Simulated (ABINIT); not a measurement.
# LiHF2 (C2/m): G0W0 in ABINIT against the bands in the self-energy

Wanted: the cheapest bands in the self-energy that holds the gap of LiHF2 (C2/m).

Method: PBEsol and many-body steps on it, plane waves, in ABINIT 10.8.3.

### 1. The starting structure

Symmetry: C2/m, No. 12, monoclinic system. The conventional cell has a = 5.095 Å, b = 3.070 Å, c = 4.903 Å, α = 90.00°, β = 121.02°, γ = 90.00°. Li has 6 F at 2.00 to 2.04 Å nearest. Nearest to H lie 2 F at 1.14 Å. Nearest to F lie 1 H at 1.14 Å and 3 Li at 2.00 to 2.04 Å. Farther neighbours and most contacts between anions are not listed.

The cell and positions are those that the Materials Project relaxed with its own functionals (PBE, PBE+U or r2SCAN), kept fixed.

### 2. Screening, 4×4×2 mesh, 62 bands, screening to 176.9 eV

This step: ABINIT 10.8.3; RPA screening on PBEsol, plane waves, norm-conserving pseudopotentials.

The RPA dielectric matrix is built and inverted for each q.

run.abi reads:

```
acell 3*1.0 Angstrom
rprim 
  2.547496000000 -1.534899000000 0.000000000000
  2.547496000000 1.534899000000 0.000000000000
  -2.526944000000 -0.000000000000 4.201520000000
ntypat 3
znucl 3 1 9
natom 4
typat 1 2 3 3
xred 
  0.000000000000 0.000000000000 0.000000000000
  0.000000000000 0.000000000000 0.500000000000
  0.209803000000 0.209803000000 0.750702000000
  0.790197000000 0.790197000000 0.249298000000
pp_dirpath "pseudos"
pseudos "Li.upf, H.upf, F.upf"
ecut 36
ngkpt 4 4 2
nshiftk 1
shiftk 0 0 0
kptopt 1
chksymbreak 0
istwfk *1
occopt 1
irdwfk 1
optdriver 3
nband 62
ecuteps 6.5
inclvkb 2
awtr 1
symchi 1
indata_prefix "in"
outdata_prefix "out"
tmpdata_prefix "tmp"
```

Command:

```bash
$ OMP_NUM_THREADS=1 mpirun -n 4 abinit run.abi > log
```

The program printed:

```text
.Version 10.8.3 of ABINIT. v10.8.2 released Aug 2026.

 Symmetries : space group C2/m (# 12); Bravais mC (1-face-center monocl.)
[... echo of the input left out ...]
== DATASET  1 ==================================================================
-   mpi_nproc: 4, omp_nthreads: 1 (-1 if OMP is not activated)

--- !DatasetInfo
iteration_state: {dtset: 1, }
dimensions: {natom: 4, nkpt: 14, mband: 62, nsppol: 1, nspinor: 1, nspden: 1, mpw: 2327, }
cutoff_energies: {ecut:  36.0, pawecutdg:  -1.0, }
electrons: {nelect:   1.80000000E+01, charge:   0.00000000E+00, occopt:   1.00000000E+00, tsmear:   1.00000000E-02, }

 SCREENING: Calculation of the susceptibility and dielectric matrices

 Based on a program developped by R.W. Godby, V. Olevano, G. Onida, and L. Reining.
 Incorporated in ABINIT by V. Olevano, G.-M. Rignanese, and M. Torrent.
.Using double precision arithmetic ; gwpc =  8

[... cell and pseudopotentials left out ...]
--------------------------------------------------------------------------------

 ==== K-mesh for the wavefunctions ====
 Number of points in the irreducible wedge :    14
[... list of points left out ...]
 Together with  4 symmetry operations and time-reversal symmetry
 yields    32 points in the full Brillouin Zone.

 ==== Q-mesh for the screening function ====
 Number of points in the irreducible wedge :    14
[... list of points left out ...]
 Together with  4 symmetry operations and time-reversal symmetry
 yields    32 points in the full Brillouin Zone.

 setmesh: FFT mesh size selected  =    20x   20x   32
          total number of points  =        12800

 vcoul_init : cutoff-mode = AUXILIARY_FUNCTION
 q-points for optical limit:   1
     1)      0.000010    0.000020    0.000030

- screening: taking advantage of time-reversal symmetry
- Maximum band index for partially occupied states nbvw = 9
- Remaining bands to be divided among processors   nbcw = 53
- Number of bands treated by each node ~13

 Number of electrons calculated from density =   18.0000; Expected =   18.0000
 average of density, n =  0.081179
 r_s =    1.4327
 omega_plasma =   27.4839 [eV]

 calculating chi0 at frequencies [eV] :
  1    0.000000E+00    0.000000E+00
  2    0.000000E+00    2.748392E+01

--------------------------------------------------------------------------------
  q-point number  1        q = ( 0.000000, 0.000000, 0.000000) [r.l.u.]
--------------------------------------------------------------------------------
[... chi0 elements left out ...]
 For q-point:  0.000010 0.000020 0.000030
  dielectric constant =   2.0486
  dielectric constant without local fields =   2.1752

  Average fulfillment of the sum rule on Im[epsilon] for q-point    1 :     54.73  [%]
[... wings left out ...]
  q-point number  2        q = ( 0.250000, 0.000000, 0.000000) [r.l.u.]
--------------------------------------------------------------------------------
[... chi0 elements left out ...]
  Average fulfillment of the sum rule on Im[epsilon] for q-point    2 :     65.92  [%]

 [... 12 further q-points ...]
```

The job ended after 8.8 s (4 MPI ranks of Arm Neoverse V2, shared host; peak memory 0.58 GiB).

Numbers from this step:

* ε∞ with local fields, on this mesh, along the program's q direction: 2.049
* the same without local fields: 2.175
* plasma frequency: 27.48 eV
* plane waves in the screening matrix: 183

Local fields lower ε∞ by 6 %. On a Γ-centred mesh this coarse the value itself is usually too large, while a short band sum pulls it down.

### 3. 17 bands

This step: G0W0 on PBEsol, plane waves, norm-conserving pseudopotentials.

run.abi: that of step 2 with these lines changed.

```diff
@@ -25,8 +25,17 @@
 irdwfk 1
-optdriver 3
-nband 62
+optdriver 4
+nband 17
+gwcalctyp 0
+ecutsigx 36
+symsigma 1
+nkptgw 2
+kptgw 
+  0.0000000000 0.0000000000 0.5000000000
+  0.0000000000 0.0000000000 0.0000000000
+bdgw 
+  8 11
+  8 11
 ecuteps 6.5
-inclvkb 2
-awtr 1
-symchi 1
+irdscr 1
+ppmodel 1
 indata_prefix "in"
```

The program printed:

```text
.Version 10.8.3 of ABINIT. v10.8.2 released Aug 2026.

 Symmetries : space group C2/m (# 12); Bravais mC (1-face-center monocl.)
[... echo of the input left out ...]
== DATASET  1 ==================================================================
-   mpi_nproc: 4, omp_nthreads: 1 (-1 if OMP is not activated)

--- !DatasetInfo
iteration_state: {dtset: 1, }
dimensions: {natom: 4, nkpt: 14, mband: 17, nsppol: 1, nspinor: 1, nspden: 1, mpw: 2327, }
cutoff_energies: {ecut:  36.0, pawecutdg:  -1.0, }
electrons: {nelect:   1.80000000E+01, charge:   0.00000000E+00, occopt:   1.00000000E+00, tsmear:   1.00000000E-02, }

 SIGMA: Calculation of the GW corrections

 Based on a program developped by R.W. Godby, V. Olevano, G. Onida, and L. Reining.
 Incorporated in ABINIT by V. Olevano, G.-M. Rignanese, and M. Torrent.
.Using double precision arithmetic ; gwpc =  8

[... cell and pseudopotentials left out ...]
--------------------------------------------------------------------------------

 ==== K-mesh for the wavefunctions ====
 Number of points in the irreducible wedge :    14
[... list of points left out ...]
 Together with  4 symmetry operations and time-reversal symmetry
 yields    32 points in the full Brillouin Zone.

 ==== Q-mesh for screening function ====
 Number of points in the irreducible wedge :    14
[... list of points left out ...]
 Together with  4 symmetry operations and time-reversal symmetry
 yields    32 points in the full Brillouin Zone.

 vcoul_init : cutoff-mode = AUXILIARY_FUNCTION
 q-points for optical limit:   1
     1)      0.000010    0.000020    0.000030
 setmesh: FFT mesh size selected  =    27x   27x   45
          total number of points  =        32805

 Number of electrons calculated from density =   18.0000; Expected =   18.0000
 average of density, n =  0.081179
 r_s =    1.4327
 omega_plasma =   27.4839 [eV]

 === KS Band Gaps ===
  >>>> For spin  1
   Minimum direct gap =   8.5313 [eV], located at k-point      :   0.0000  0.0000  0.0000
   Fundamental gap    =   8.4081 [eV], Top of valence bands at :   0.0000  0.0000  0.5000
                                       Bottom of conduction at :   0.0000  0.0000  0.0000
 SIGMA fundamental parameters:
 PLASMON POLE MODEL  1
 number of plane-waves for SigmaX                 2327
 number of plane-waves for SigmaC and W            183
 number of plane-waves for wavefunctions          2327
 number of bands                                    17
 number of independent spin polarizations            1
 number of spinorial components                      1
 number of k-points in IBZ                          14
 number of q-points in IBZ                          14
 number of symmetry operations                       4
 number of k-points in BZ                           32
 number of q-points in BZ                           32
 number of frequencies for dSigma/dE                 9
 frequency step for dSigma/dE [eV]                0.25
 number of omega for Sigma on real axis              0
 max omega for Sigma on real axis  [eV]           0.00
 zcut for avoiding poles [eV]                     0.10

 EPSILON^-1 parameters (SCR file):
 dimension of the eps^-1 matrix on file            183
 dimension of the eps^-1 matrix used               183
 number of plane-waves for wavefunctions          2327
 number of bands                                    62
 number of q-points in IBZ                          14
 number of frequencies                               2
 number of real frequencies                          1
 number of imag frequencies                          1

 matrix elements of self-energy operator (all in [eV])

 Perturbative Calculation

--- !SelfEnergy_ee
iteration_state: {dtset: 1, }
kpoint     : [   0.000,    0.000,    0.500, ]
spin       : 1
KS_gap     :    9.591
QP_gap     :   13.822
Delta_QP_KS:    4.231
data: !SigmaeeData |
     Band     E0 <VxcDFT>   SigX SigC(E0)      Z dSigC/dE  Sig(E)    E-E0       E
        8  -2.711 -22.449 -30.373   5.572   0.836  -0.196 -24.415  -1.966  -4.677
        9  -2.601 -22.716 -30.636   5.617   0.836  -0.196 -24.641  -1.925  -4.526
       10   6.990 -10.436  -5.691  -2.189   0.902  -0.108  -8.130   2.306   9.296
       11   9.683 -11.936  -6.668  -2.297   0.896  -0.116  -9.273   2.663  12.346

--- !SelfEnergy_ee
iteration_state: {dtset: 1, }
kpoint     : [   0.000,    0.000,    0.000, ]
spin       : 1
KS_gap     :    8.531
QP_gap     :   12.435
Delta_QP_KS:    3.903
data: !SigmaeeData |
     Band     E0 <VxcDFT>   SigX SigC(E0)      Z dSigC/dE  Sig(E)    E-E0       E
        8  -2.809 -22.503 -30.483   5.620   0.835  -0.197 -24.474  -1.971  -4.780
        9  -2.724 -23.300 -30.563   5.176   0.840  -0.190 -25.054  -1.754  -4.478
       10   5.807 -10.780  -6.129  -2.268   0.902  -0.109  -8.631   2.149   7.956
       11  10.146  -8.563  -3.435  -2.391   0.911  -0.098  -6.069   2.494  12.640

== END DATASET(S) ==============================================================
================================================================================

 -outvars: echo values of variables after computation  --------
           etotal      0.0000000000E+00
            nband          17
             nkpt          14
          spgroup          12
 [... the other variables as echoed above ...]

 Calculation completed.
```

Wall time 2.7 s (4 MPI ranks); peak memory 0.13 GiB.

Numbers from this step:

| Quantity | Value |
| --- | --- |
| G0W0 gap on the points computed | 12.43 eV |
| starting gap on the mesh | 8.408 eV |
| k of the valence top | 0, 0, 0 |
| k of the conduction bottom | 0, 0, 0 |
| Z at the valence top | 0.84 |
| Z at the conduction bottom | 0.902 |
| least direct G0W0 gap on the computed points | 12.43 eV |

### 4. 22 bands

The self-energy is evaluated for the states that the input lists, and the levels follow from it, in one-shot runs by the linearised quasiparticle equation.

run.abi: that of step 3 with these lines changed.

```diff
@@ -26,3 +26,3 @@
 optdriver 4
-nband 17
+nband 22
 gwcalctyp 0
```

The program printed:

```text
.Version 10.8.3 of ABINIT. v10.8.2 released Aug 2026.

 Symmetries : space group C2/m (# 12); Bravais mC (1-face-center monocl.)
[... echo of the input left out ...]
== DATASET  1 ==================================================================
-   mpi_nproc: 4, omp_nthreads: 1 (-1 if OMP is not activated)

--- !DatasetInfo
iteration_state: {dtset: 1, }
dimensions: {natom: 4, nkpt: 14, mband: 22, nsppol: 1, nspinor: 1, nspden: 1, mpw: 2327, }
cutoff_energies: {ecut:  36.0, pawecutdg:  -1.0, }
electrons: {nelect:   1.80000000E+01, charge:   0.00000000E+00, occopt:   1.00000000E+00, tsmear:   1.00000000E-02, }

 SIGMA: Calculation of the GW corrections

 Based on a program developped by R.W. Godby, V. Olevano, G. Onida, and L. Reining.
 Incorporated in ABINIT by V. Olevano, G.-M. Rignanese, and M. Torrent.
.Using double precision arithmetic ; gwpc =  8

[... cell and pseudopotentials left out ...]
--------------------------------------------------------------------------------

 ==== K-mesh for the wavefunctions ====
 Number of points in the irreducible wedge :    14
[... list of points left out ...]
 Together with  4 symmetry operations and time-reversal symmetry
 yields    32 points in the full Brillouin Zone.

 ==== Q-mesh for screening function ====
 Number of points in the irreducible wedge :    14
[... list of points left out ...]
 Together with  4 symmetry operations and time-reversal symmetry
 yields    32 points in the full Brillouin Zone.

 vcoul_init : cutoff-mode = AUXILIARY_FUNCTION
 q-points for optical limit:   1
     1)      0.000010    0.000020    0.000030
 setmesh: FFT mesh size selected  =    27x   27x   45
          total number of points  =        32805

 Number of electrons calculated from density =   18.0000; Expected =   18.0000
[...]
number of omega for Sigma on real axis              0
 max omega for Sigma on real axis  [eV]           0.00
 zcut for avoiding poles [eV]                     0.10

 EPSILON^-1 parameters (SCR file):
 dimension of the eps^-1 matrix on file            183
 dimension of the eps^-1 matrix used               183
 number of plane-waves for wavefunctions          2327
 number of bands                                    62
 number of q-points in IBZ                          14
 number of frequencies                               2
 number of real frequencies                          1
 number of imag frequencies                          1

 matrix elements of self-energy operator (all in [eV])

 Perturbative Calculation

--- !SelfEnergy_ee
iteration_state: {dtset: 1, }
kpoint     : [   0.000,    0.000,    0.500, ]
spin       : 1
KS_gap     :    9.591
QP_gap     :   13.783
Delta_QP_KS:    4.192
data: !SigmaeeData |
     Band     E0 <VxcDFT>   SigX SigC(E0)      Z dSigC/dE  Sig(E)    E-E0       E
        8  -2.711 -22.449 -30.373   5.442   0.835  -0.198 -24.521  -2.071  -4.782
        9  -2.601 -22.716 -30.636   5.460   0.834  -0.199 -24.769  -2.053  -4.654
       10   6.990 -10.436  -5.691  -2.366   0.899  -0.112  -8.296   2.139   9.130
[...]
--- !SelfEnergy_ee
iteration_state: {dtset: 1, }
kpoint     : [   0.000,    0.000,    0.000, ]
spin       : 1
KS_gap     :    8.531
QP_gap     :   12.388
Delta_QP_KS:    3.857
data: !SigmaeeData |
     Band     E0 <VxcDFT>   SigX SigC(E0)      Z dSigC/dE  Sig(E)    E-E0       E
[...]
10   5.807 -10.780  -6.129  -2.424   0.899  -0.112  -8.777   2.003   7.811
       11  10.146  -8.563  -3.435  -2.650   0.907  -0.103  -6.316   2.246  12.393

== END DATASET(S) ==============================================================
================================================================================

 -outvars: echo values of variables after computation  --------
           etotal      0.0000000000E+00
            nband          22
             nkpt          14
          spgroup          12
 [... the other variables as echoed above ...]

 Calculation completed.
```

The job ended after 2.9 s (4 MPI ranks; peak memory 0.13 GiB; 11 s of CPU time).

Numbers from this step:

| Quantity | Value |
| --- | --- |
| G0W0 gap on the points computed | 12.39 eV |
| starting gap on the mesh | 8.408 eV |
| k of the valence top | 0, 0, 0 |
| k of the conduction bottom | 0, 0, 0 |
| Z at the valence top | 0.839 |
| Z at the conduction bottom | 0.899 |
| least direct G0W0 gap on the computed points | 12.39 eV |

The gap on the mesh goes from 8.41 eV to 12.39 eV, a correction of +3.98 eV.

### 5. 40 bands

run.abi: that of step 4 with these lines changed.

```diff
@@ -26,3 +26,3 @@
 optdriver 4
-nband 22
+nband 40
 gwcalctyp 0
```

The program printed:

```text
.Version 10.8.3 of ABINIT. v10.8.2 released Aug 2026.

 Symmetries : space group C2/m (# 12); Bravais mC (1-face-center monocl.)
[... echo of the input left out ...]
== DATASET  1 ==================================================================
-   mpi_nproc: 4, omp_nthreads: 1 (-1 if OMP is not activated)

--- !DatasetInfo
iteration_state: {dtset: 1, }
dimensions: {natom: 4, nkpt: 14, mband: 40, nsppol: 1, nspinor: 1, nspden: 1, mpw: 2327, }
cutoff_energies: {ecut:  36.0, pawecutdg:  -1.0, }
[...]
Band     E0 <VxcDFT>   SigX SigC(E0)      Z dSigC/dE  Sig(E)    E-E0       E
[...]
10   5.807 -10.780  -6.129  -2.644   0.897  -0.115  -8.980   1.800   7.607
       11  10.146  -8.563  -3.435  -2.950   0.903  -0.108  -6.597   1.966  12.113

== END DATASET(S) ==============================================================
================================================================================

 -outvars: echo values of variables after computation  --------
           etotal      0.0000000000E+00
            nband          40
             nkpt          14
          spgroup          12
 [... the other variables as echoed above ...]

 Calculation completed.
```

The job ended after 3.5 s (4 MPI ranks; peak memory 0.5 GiB).

This step gave:

```
G0W0 gap on the points computed              : 12.47 eV
starting gap on the mesh                     : 8.408 eV
k of the valence top                         : 0, 0, 0
k of the conduction bottom                   : 0, 0, 0
least direct G0W0 gap on the computed points : 12.47 eV
```

Against the run before, the gap moves by +0.081 eV.

### 6. 62 bands

run.abi: that of step 5 with these lines changed.

```diff
@@ -26,3 +26,3 @@
 optdriver 4
-nband 40
+nband 62
 gwcalctyp 0
```

The program printed:

```text
.Version 10.8.3 of ABINIT. v10.8.2 released Aug 2026.

 Symmetries : space group C2/m (# 12); Bravais mC (1-face-center monocl.)
[... echo of the input left out ...]
== DATASET  1 ==================================================================
-   mpi_nproc: 4, omp_nthreads: 1 (-1 if OMP is not activated)

--- !DatasetInfo
iteration_state: {dtset: 1, }
dimensions: {natom: 4, nkpt: 14, mband: 62, nsppol: 1, nspinor: 1, nspden: 1, mpw: 2327, }
cutoff_energies: {ecut:  36.0, pawecutdg:  -1.0, }
[...]
Band     E0 <VxcDFT>   SigX SigC(E0)      Z dSigC/dE  Sig(E)    E-E0       E
[...]
10   5.807 -10.780  -6.129  -2.733   0.896  -0.116  -9.061   1.719   7.527
       11  10.146  -8.563  -3.435  -3.050   0.902  -0.109  -6.689   1.874  12.020

== END DATASET(S) ==============================================================
================================================================================

 -outvars: echo values of variables after computation  --------
           etotal      0.0000000000E+00
            nband          62
             nkpt          14
          spgroup          12
 [... the other variables as echoed above ...]

 Calculation completed.
```

It took 4.3 s on 4 MPI ranks; peak memory 0.56 GiB; 17 s of CPU time.

Numbers from this step:

* G0W0 gap on the points computed: 12.57 eV
* starting gap on the mesh: 8.408 eV
* k of the valence top: 0, 0, 0
* k of the conduction bottom: 0, 0, 0
* least direct G0W0 gap on the computed points: 12.57 eV

Against the run before, the gap moves by +0.099 eV.

### 7. The runs together

Times are wall times on 4 MPI ranks of Arm Neoverse V2, shared host, good to a factor of about two. A run's time includes the screening step that it read.

| run | mesh | bands | screening cutoff (eV) | DFT gap (eV) | gap on the mesh (eV) | direct (eV) | ε∞ used | time |
| --- | --- | --- | --- | --- | --- | --- | --- | --- |
| 17 bands | 4×4×2 | 17 | 176.9 | 8.408 | 12.434 | 12.434 | 2.05 | 11 s |
| 22 bands | 4×4×2 | 22 | 176.9 | 8.408 | 12.389 | 12.389 | 2.05 | 12 s |
| 40 bands | 4×4×2 | 40 | 176.9 | 8.408 | 12.470 | 12.470 | 2.05 | 12 s |
| 62 bands | 4×4×2 | 62 | 176.9 | 8.408 | 12.569 | 12.569 | 2.05 | 13 s |

### 8. What came out

- 17 bands: 12.434 eV
- 22 bands: 12.389 eV
- 40 bands: 12.470 eV
- 62 bands: 12.569 eV
- known limits: not at the basis limit; coarse k mesh

What this shows: The setting moved: bands in the self-energy. From 17 bands to 62 bands the gap moves by +0.13 eV, not steadily: it passes through 12.39 eV. The last step still moves it by +0.099 eV. Bands and screening cutoff are coupled, so a series along one setting does not show full convergence. Bands and cutoff are finite, so the gap is not at the basis limit. The miss can reach some tenths of an eV and take either sign; the mesh is an error of its own. In the first G0W0 run levels were corrected at 2 k points alone, so a gap called «on the mesh» is the least over those, and an edge elsewhere would be missed. The 4×4×2 mesh is coarse for this cell, which bears on the long-range parts of exchange and screening.

[Paths, hosts, dates, memory and timing lines, banners, echoed tables and standing remarks are left out of the program output.]

[Logs are printed without paths, hosts, clocks, repeated set-up lines and the standing remarks that a program may print on its own settings, such as how far it seeks lower states.]

[Runs of the session that timed out or met a known fault of the program may be left out.]

[No measured gap is set beside runs whose start may be inverted or whose files or cutoffs have a known fault.]

[Hosts, paths, dates, database ids (printed as entryN), source tags and the programs' standing remarks are cut or masked in the printed files.]

[G0W0 gaps are taken among the corrected bands and points alone; a level outside them can change the order at an edge.]

[Where Ansatz stands beside ABINIT at settings called matched, ABINIT's density can come from a denser mesh and the files from another edition; pairs whose starting gaps differed by over 0.03 eV were left out, so agreement reads better than it is.]
